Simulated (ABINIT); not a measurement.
# Mg3SiS (Pm-3m): zone-centre phonons, part 4 of 4

Which modes does Mg3SiS (Pm-3m) have at the zone centre?

ABINIT 10.8.3; DFT LDA, scalar-relativistic, plane waves, HGH norm-conserving pseudopotentials.

So far. Step 7 (Linear response at Γ): The acoustic modes at Γ come out as far as 3.0 cm⁻¹ from zero, where they should vanish, a small numerical error. The lowest optical mode is imaginary, 163i cm⁻¹, an instability at this level and on this k mesh. Step 8 (Zone-centre analysis): The rule moves no optical mode by more than 0.1 cm⁻¹. The relaxed cell has a = 4.638 Å (conventional setting).

The structure was built from a prototype and need not be the compound's stable phase.

## (9) Sum rules set otherwise (asr 0)

Without the rule the raw error of the acoustic modes shows.

anaddb.abi

```
ddb_filepath "gamma_DDB"
output_file "anaddb.abo"
outdata_prefix "anaddb"
asr 0
chneut 0
enunit 2
eivec 1
nph1l 1
qph1l 0.0 0.0 0.0 1.0
```

mrgddb.in

```
gamma_DDB
merged
2
dfpt_gammao_DDB
gso_DDB
```

Command:

```console
> mrgddb < mrgddb.in > mrgddb.log
> OMP_NUM_THREADS=1 anaddb anaddb.abi > anaddb.log
```

anaddb.abo, the main output file:

```text
-outvars_anaddb: echo values of input variables ----------------------

 Miscellaneous information :
      enunit         2
       eivec         1
      chneut         0
 First list of wavevector (reduced coord.) :
       nph1l         1
       qph1l
                     0.00000000E+00  0.00000000E+00  0.00000000E+00    1.000E+00

================================================================================

 read the DDB information and perform some checks

  ==== Info on the Cryst% object ====
 Real(R)+Recip(G) space primitive vectors, cartesian coordinates (Bohr,Bohr^-1):
 R(1)=  8.7645806  0.0000000  0.0000000  G(1)=  0.1140956  0.0000000  0.0000000
 R(2)=  0.0000000  8.7645806  0.0000000  G(2)=  0.0000000  0.1140956  0.0000000
 R(3)=  0.0000000  0.0000000  8.7645806  G(3)=  0.0000000  0.0000000  0.1140956
 Unit cell volume ucvol=  6.7327644E+02 bohr^3
 Angles (23,13,12)=  9.00000000E+01  9.00000000E+01  9.00000000E+01 degrees
 Time-reversal symmetry is present
 Reduced atomic positions [iatom, xred, symbol]:
    1)    0.0000000  0.0000000  0.0000000  Si
    2)    0.5000000  0.5000000  0.5000000   S
    3)    0.5000000  0.5000000  0.0000000  Mg
    4)    0.5000000  0.0000000  0.5000000  Mg
    5)    0.0000000  0.5000000  0.5000000  Mg

 DDB file with 3 blocks has been read.

================================================================================

 Treat the first list of vectors

  Phonon wavevector (reduced coordinates) :  0.00000  0.00000  0.00000
 Phonon energies in Hartree :
  -7.437017E-04 -7.437017E-04 -7.437017E-04 -6.022055E-04 -6.022055E-04
  -6.022055E-04 -1.368755E-05 -1.368755E-05 -1.368755E-05  6.057084E-04
   6.057084E-04  6.057084E-04  2.232896E-03  2.232896E-03  2.232896E-03
 Phonon energies in meV     :
- -2.023715E+01 -2.023715E+01 -2.023715E+01 -1.638685E+01 -1.638685E+01
- -1.638685E+01 -3.724571E-01 -3.724571E-01 -3.724571E-01  1.648216E+01
-  1.648216E+01  1.648216E+01  6.076021E+01  6.076021E+01  6.076021E+01
 Phonon frequencies in cm-1    :
- -1.632237E+02 -1.632237E+02 -1.632237E+02 -1.321688E+02 -1.321688E+02
- -1.321688E+02 -3.004069E+00 -3.004069E+00 -3.004069E+00  1.329376E+02
-  1.329376E+02  1.329376E+02  4.900641E+02  4.900641E+02  4.900641E+02
 Phonon frequencies in Thz     :
- -4.893322E+00 -4.893322E+00 -4.893322E+00 -3.962322E+00 -3.962322E+00
- -3.962322E+00 -9.005974E-02 -9.005973E-02 -9.005973E-02  3.985370E+00
-  3.985370E+00  3.985370E+00  1.469175E+01  1.469175E+01  1.469175E+01
 Phonon energies in Kelvin  :
- -2.348424E+02 -2.348424E+02 -2.348424E+02 -1.901615E+02 -1.901615E+02
- -1.901615E+02 -4.322186E+00 -4.322186E+00 -4.322185E+00  1.912676E+02
-  1.912676E+02  1.912676E+02  7.050929E+02  7.050929E+02  7.050929E+02

 Eigendisplacements
 (will be given, for each mode : in cartesian coordinates
   for each atom the real part of the displacement vector,
   then the imaginary part of the displacement vector - absolute values smaller than 1.0d-7 are set to zero)
  Mode number    1   Energy   -7.437017E-04
 Attention : low frequency mode.
   (Could be unstable or acoustic mode)
-  1  0.00000000E+00  0.00000000E+00  2.02800574E-03
-     0.00000000E+00  0.00000000E+00  0.00000000E+00
-  2  0.00000000E+00  0.00000000E+00  1.52285196E-03
-     0.00000000E+00  0.00000000E+00  0.00000000E+00
-  3  0.00000000E+00  0.00000000E+00  9.22892235E-04
-     0.00000000E+00  0.00000000E+00  0.00000000E+00
-  4  0.00000000E+00  0.00000000E+00 -2.63693014E-03
-     0.00000000E+00  0.00000000E+00  0.00000000E+00
-  5  0.00000000E+00  0.00000000E+00 -2.63693014E-03
-     0.00000000E+00  0.00000000E+00  0.00000000E+00
  Mode number    2   Energy   -7.437017E-04
 Attention : low frequency mode.
   (Could be unstable or acoustic mode)
-  1  0.00000000E+00  2.02800574E-03  0.00000000E+00
-     0.00000000E+00  0.00000000E+00  0.00000000E+00
-  2  0.00000000E+00  1.52285196E-03  0.00000000E+00
-     0.00000000E+00  0.00000000E+00  0.00000000E+00
-  3  0.00000000E+00 -2.63693014E-03  0.00000000E+00
-     0.00000000E+00  0.00000000E+00  0.00000000E+00
-  4  0.00000000E+00  9.22892235E-04  0.00000000E+00
-     0.00000000E+00  0.00000000E+00  0.00000000E+00
-  5  0.00000000E+00 -2.63693014E-03  0.00000000E+00
-     0.00000000E+00  0.00000000E+00  0.00000000E+00
  Mode number    3   Energy   -7.437017E-04
 Attention : low frequency mode.
   (Could be unstable or acoustic mode)
-  1  2.02800574E-03  0.00000000E+00  0.00000000E+00
-     0.00000000E+00  0.00000000E+00  0.00000000E+00
-  2  1.52285196E-03  0.00000000E+00  0.00000000E+00
-     0.00000000E+00  0.00000000E+00  0.00000000E+00
-  3 -2.63693014E-03  0.00000000E+00  0.00000000E+00
-     0.00000000E+00  0.00000000E+00  0.00000000E+00
-  4 -2.63693014E-03  0.00000000E+00  0.00000000E+00
-     0.00000000E+00  0.00000000E+00  0.00000000E+00
-  5  9.22892235E-04  0.00000000E+00  0.00000000E+00
-     0.00000000E+00  0.00000000E+00  0.00000000E+00
  Mode number    4   Energy   -6.022055E-04
 Attention : low frequency mode.
   (Could be unstable or acoustic mode)
-  1  0.00000000E+00  0.00000000E+00  0.00000000E+00
-     0.00000000E+00  0.00000000E+00  0.00000000E+00
-  2  0.00000000E+00  0.00000000E+00  0.00000000E+00
-     0.00000000E+00  0.00000000E+00  0.00000000E+00
-  3  0.00000000E+00  0.00000000E+00  0.00000000E+00
-     0.00000000E+00  0.00000000E+00  0.00000000E+00
-  4  0.00000000E+00  0.00000000E+00 -3.35936458E-03
-     0.00000000E+00  0.00000000E+00  0.00000000E+00
-  5  0.00000000E+00  0.00000000E+00  3.35936458E-03
-     0.00000000E+00  0.00000000E+00  0.00000000E+00
  Mode number    5   Energy   -6.022055E-04
 Attention : low frequency mode.
   (Could be unstable or acoustic mode)
-  1  0.00000000E+00  0.00000000E+00  0.00000000E+00
-     0.00000000E+00  0.00000000E+00  0.00000000E+00
-  2  0.00000000E+00  0.00000000E+00  0.00000000E+00
-     0.00000000E+00  0.00000000E+00  0.00000000E+00
-  3  0.00000000E+00  3.35936458E-03  0.00000000E+00
-     0.00000000E+00  0.00000000E+00  0.00000000E+00
-  4  0.00000000E+00  0.00000000E+00  0.00000000E+00
-     0.00000000E+00  0.00000000E+00  0.00000000E+00
-  5  0.00000000E+00 -3.35936458E-03  0.00000000E+00
-     0.00000000E+00  0.00000000E+00  0.00000000E+00
  Mode number    6   Energy   -6.022055E-04
 Attention : low frequency mode.
   (Could be unstable or acoustic mode)
-  1  0.00000000E+00  0.00000000E+00  0.00000000E+00
-     0.00000000E+00  0.00000000E+00  0.00000000E+00
-  2  0.00000000E+00  0.00000000E+00  0.00000000E+00
-     0.00000000E+00  0.00000000E+00  0.00000000E+00
-  3  3.35936458E-03  0.00000000E+00  0.00000000E+00
-     0.00000000E+00  0.00000000E+00  0.00000000E+00
-  4 -3.35936458E-03  0.00000000E+00  0.00000000E+00
-     0.00000000E+00  0.00000000E+00  0.00000000E+00
-  5  0.00000000E+00  0.00000000E+00  0.00000000E+00
-     0.00000000E+00  0.00000000E+00  0.00000000E+00
  Mode number    7   Energy   -1.368755E-05
 Attention : low frequency mode.
   (Could be unstable or acoustic mode)
-  1  0.00000000E+00  0.00000000E+00  2.02844040E-03
-     0.00000000E+00  0.00000000E+00  0.00000000E+00
-  2  0.00000000E+00  0.00000000E+00  2.03146228E-03
-     0.00000000E+00  0.00000000E+00  0.00000000E+00
-  3  0.00000000E+00  0.00000000E+00  2.03088761E-03
-     0.00000000E+00  0.00000000E+00  0.00000000E+00
-  4  0.00000000E+00  0.00000000E+00  2.03063778E-03
-     0.00000000E+00  0.00000000E+00  0.00000000E+00
-  5  0.00000000E+00  0.00000000E+00  2.03063778E-03
-     0.00000000E+00  0.00000000E+00  0.00000000E+00
  Mode number    8   Energy   -1.368755E-05
 Attention : low frequency mode.
   (Could be unstable or acoustic mode)
-  1  1.06061392E-07 -2.02844040E-03  0.00000000E+00
-     0.00000000E+00  0.00000000E+00  0.00000000E+00
-  2  1.06219398E-07 -2.03146228E-03  0.00000000E+00
-     0.00000000E+00  0.00000000E+00  0.00000000E+00
-  3  1.06176287E-07 -2.03063778E-03  0.00000000E+00
-     0.00000000E+00  0.00000000E+00  0.00000000E+00
-  4  1.06176287E-07 -2.03088761E-03  0.00000000E+00
-     0.00000000E+00  0.00000000E+00  0.00000000E+00
-  5  1.06189350E-07 -2.03063778E-03  0.00000000E+00
-     0.00000000E+00  0.00000000E+00  0.00000000E+00
  Mode number    9   Energy   -1.368755E-05
 Attention : low frequency mode.
   (Could be unstable or acoustic mode)
-  1  2.02844040E-03  1.06061173E-07  0.00000000E+00
-     0.00000000E+00  0.00000000E+00  0.00000000E+00
-  2  2.03146228E-03  1.06219178E-07  0.00000000E+00
-     0.00000000E+00  0.00000000E+00  0.00000000E+00
-  3  2.03063778E-03  1.06176068E-07  0.00000000E+00
-     0.00000000E+00  0.00000000E+00  0.00000000E+00
-  4  2.03063778E-03  1.06189130E-07  0.00000000E+00
-     0.00000000E+00  0.00000000E+00  0.00000000E+00
-  5  2.03088761E-03  1.06176068E-07  0.00000000E+00
-     0.00000000E+00  0.00000000E+00  0.00000000E+00
  Mode number   10   Energy    6.057084E-04
-  1  0.00000000E+00  0.00000000E+00  3.36196592E-03
-     0.00000000E+00  0.00000000E+00  0.00000000E+00
-  2  0.00000000E+00  0.00000000E+00 -2.10870957E-03
-     0.00000000E+00  0.00000000E+00  0.00000000E+00
-  3  0.00000000E+00  0.00000000E+00 -1.83587845E-03
-     0.00000000E+00  0.00000000E+00  0.00000000E+00
-  4  0.00000000E+00  0.00000000E+00  3.69297124E-04
-     0.00000000E+00  0.00000000E+00  0.00000000E+00
-  5  0.00000000E+00  0.00000000E+00  3.69297124E-04
-     0.00000000E+00  0.00000000E+00  0.00000000E+00
  Mode number   11   Energy    6.057084E-04
-  1  0.00000000E+00  3.36196592E-03  0.00000000E+00
-     0.00000000E+00  0.00000000E+00  0.00000000E+00
-  2  0.00000000E+00 -2.10870957E-03  0.00000000E+00
-     0.00000000E+00  0.00000000E+00  0.00000000E+00
-  3  0.00000000E+00  3.69297124E-04  0.00000000E+00
-     0.00000000E+00  0.00000000E+00  0.00000000E+00
-  4  0.00000000E+00 -1.83587845E-03  0.00000000E+00
-     0.00000000E+00  0.00000000E+00  0.00000000E+00
-  5  0.00000000E+00  3.69297124E-04  0.00000000E+00
-     0.00000000E+00  0.00000000E+00  0.00000000E+00
  Mode number   12   Energy    6.057084E-04
-  1  3.36196592E-03  0.00000000E+00  0.00000000E+00
-     0.00000000E+00  0.00000000E+00  0.00000000E+00
-  2 -2.10870957E-03  0.00000000E+00  0.00000000E+00
-     0.00000000E+00  0.00000000E+00  0.00000000E+00
-  3  3.69297124E-04  0.00000000E+00  0.00000000E+00
-     0.00000000E+00  0.00000000E+00  0.00000000E+00
-  4  3.69297124E-04  0.00000000E+00  0.00000000E+00
-     0.00000000E+00  0.00000000E+00  0.00000000E+00
-  5 -1.83587845E-03  0.00000000E+00  0.00000000E+00
-     0.00000000E+00  0.00000000E+00  0.00000000E+00
  Mode number   13   Energy    2.232896E-03
-  1  0.00000000E+00  0.00000000E+00  4.79907320E-05
-     0.00000000E+00  0.00000000E+00  0.00000000E+00
-  2  0.00000000E+00  0.00000000E+00 -2.49304314E-03
-     0.00000000E+00  0.00000000E+00  0.00000000E+00
-  3  0.00000000E+00  0.00000000E+00  3.77146874E-03
-     0.00000000E+00  0.00000000E+00  0.00000000E+00
-  4  0.00000000E+00  0.00000000E+00 -2.68439221E-04
-     0.00000000E+00  0.00000000E+00  0.00000000E+00
-  5  0.00000000E+00  0.00000000E+00 -2.68439221E-04
-     0.00000000E+00  0.00000000E+00  0.00000000E+00
  Mode number   14   Energy    2.232896E-03
-  1  0.00000000E+00 -4.79907320E-05  0.00000000E+00
-     0.00000000E+00  0.00000000E+00  0.00000000E+00
-  2 -1.43000808E-07  2.49304314E-03  0.00000000E+00
-     0.00000000E+00  0.00000000E+00  0.00000000E+00
-  3  0.00000000E+00  2.68439220E-04  0.00000000E+00
-     0.00000000E+00  0.00000000E+00  0.00000000E+00
-  4  0.00000000E+00 -3.77146874E-03  0.00000000E+00
-     0.00000000E+00  0.00000000E+00  0.00000000E+00
-  5  2.16331225E-07  2.68439220E-04  0.00000000E+00
-     0.00000000E+00  0.00000000E+00  0.00000000E+00
  Mode number   15   Energy    2.232896E-03
-  1  4.79907320E-05  0.00000000E+00  0.00000000E+00
-     0.00000000E+00  0.00000000E+00  0.00000000E+00
-  2 -2.49304314E-03 -1.43000808E-07  0.00000000E+00
-     0.00000000E+00  0.00000000E+00  0.00000000E+00
-  3 -2.68439220E-04  0.00000000E+00  0.00000000E+00
-     0.00000000E+00  0.00000000E+00  0.00000000E+00
-  4 -2.68439220E-04  2.16331225E-07  0.00000000E+00
-     0.00000000E+00  0.00000000E+00  0.00000000E+00
-  5  3.77146874E-03  0.00000000E+00  0.00000000E+00
-     0.00000000E+00  0.00000000E+00  0.00000000E+00

 Analysis of degeneracies and characters (maximum tolerance=1.00E-06 a.u.)
 For each vibration mode, or group of modes if degenerate,
 the characters are given for each symmetry operation (see the list in the log file).
 Symmetry characters of vibration mode #   1
       degenerate with vibration modes #   2 to    3
  3.0 -3.0 -1.0  1.0 -1.0  1.0 -1.0  1.0  1.0 -1.0 -1.0  1.0  1.0 -1.0 -1.0  1.0
 -0.0  0.0  0.0 -0.0  0.0 -0.0  0.0 -0.0  1.0 -1.0 -1.0  1.0 -1.0  1.0  1.0 -1.0
 -0.0  0.0  0.0 -0.0  0.0 -0.0  0.0 -0.0  1.0 -1.0  1.0 -1.0 -1.0  1.0 -1.0  1.0
 Symmetry characters of vibration mode #   4
       degenerate with vibration modes #   5 to    6
  3.0 -3.0 -1.0  1.0 -1.0  1.0 -1.0  1.0 -1.0  1.0  1.0 -1.0 -1.0  1.0  1.0 -1.0
 -0.0  0.0 -0.0  0.0  0.0 -0.0  0.0 -0.0 -1.0  1.0  1.0 -1.0  1.0 -1.0 -1.0  1.0
 -0.0  0.0  0.0 -0.0  0.0 -0.0 -0.0  0.0 -1.0  1.0 -1.0  1.0  1.0 -1.0  1.0 -1.0
 Symmetry characters of vibration mode #   7
       degenerate with vibration modes #   8 to    9
  3.0 -3.0 -1.0  1.0 -1.0  1.0 -1.0  1.0  1.0 -1.0 -1.0  1.0  1.0 -1.0 -1.0  1.0
 -0.0  0.0 -0.0  0.0  0.0 -0.0  0.0 -0.0  1.0 -1.0 -1.0  1.0 -1.0  1.0  1.0 -1.0
 -0.0  0.0  0.0 -0.0  0.0 -0.0 -0.0  0.0  1.0 -1.0  1.0 -1.0 -1.0  1.0 -1.0  1.0
 Symmetry characters of vibration mode #  10
       degenerate with vibration modes #  11 to   12
  3.0 -3.0 -1.0  1.0 -1.0  1.0 -1.0  1.0  1.0 -1.0 -1.0  1.0  1.0 -1.0 -1.0  1.0
  0.0 -0.0  0.0 -0.0 -0.0  0.0 -0.0  0.0  1.0 -1.0 -1.0  1.0 -1.0  1.0  1.0 -1.0
  0.0 -0.0 -0.0  0.0 -0.0  0.0  0.0 -0.0  1.0 -1.0  1.0 -1.0 -1.0  1.0 -1.0  1.0
 Symmetry characters of vibration mode #  13
       degenerate with vibration modes #  14 to   15
  3.0 -3.0 -1.0  1.0 -1.0  1.0 -1.0  1.0  1.0 -1.0 -1.0  1.0  1.0 -1.0 -1.0  1.0
  0.0 -0.0  0.0 -0.0 -0.0  0.0 -0.0  0.0  1.0 -1.0 -1.0  1.0 -1.0  1.0  1.0 -1.0
  0.0 -0.0 -0.0  0.0 -0.0  0.0  0.0 -0.0  1.0 -1.0  1.0 -1.0 -1.0  1.0 -1.0  1.0
-
```

It took 0.54 s on 1 thread of Arm Neoverse N1, shared host.

Zone-centre frequencies as printed; negative means imaginary. Modes:

```
mode  frequency (cm⁻¹)
   1            -163.2
   2            -163.2
   3            -163.2
   4            -132.2
   5            -132.2
   6            -132.2
   7                -3
   8                -3
   9                -3
  10             132.9
  11             132.9
  12             132.9
  13             490.1
  14             490.1
  15             490.1
```

## (10) Summary of results

```json
{
  "space group after relaxation": "Pm-3m",
  "volume per atom": "20.0 Å³",
  "highest optical zone-centre mode (no LO-TO term)": "490.1 cm⁻¹",
  "lowest optical zone-centre mode": "-163.2 cm⁻¹",
  "imaginary optical modes at the zone centre (no q mesh in this session)": "yes"
}
```

In words: At the LDA level the optical modes of Mg3SiS (Pm-3m) at the zone centre run from 163i to 490 cm⁻¹, so the structure is a saddle point, with 6 modes beyond 10i cm⁻¹ there. These are harmonic frequencies: anharmonic shifts and widths and the lattice's thermal expansion are left out. The Fermi-Dirac smearing of 0.01 Ha is an electronic temperature of 3158 K, which adds a pressure of its own and can shift the volume and soft modes. The HGH files keep few electrons and have no core correction, which is cheap but rough for Mg. In a metal the frequencies hang on the k mesh and the smearing, most of all near Kohn anomalies. The structure is a hypothetical one, built on a prototype.

[Host names and launcher messages were left out of these logs when they were recorded.]

[Logs are printed without paths, hosts, clocks, repeated set-up lines and the standing remarks that a program may print on its own settings, such as how far it seeks lower states.]

[Hosts, paths, dates, database ids (printed as entryN), source tags and the programs' standing remarks are cut or masked in the printed files.]
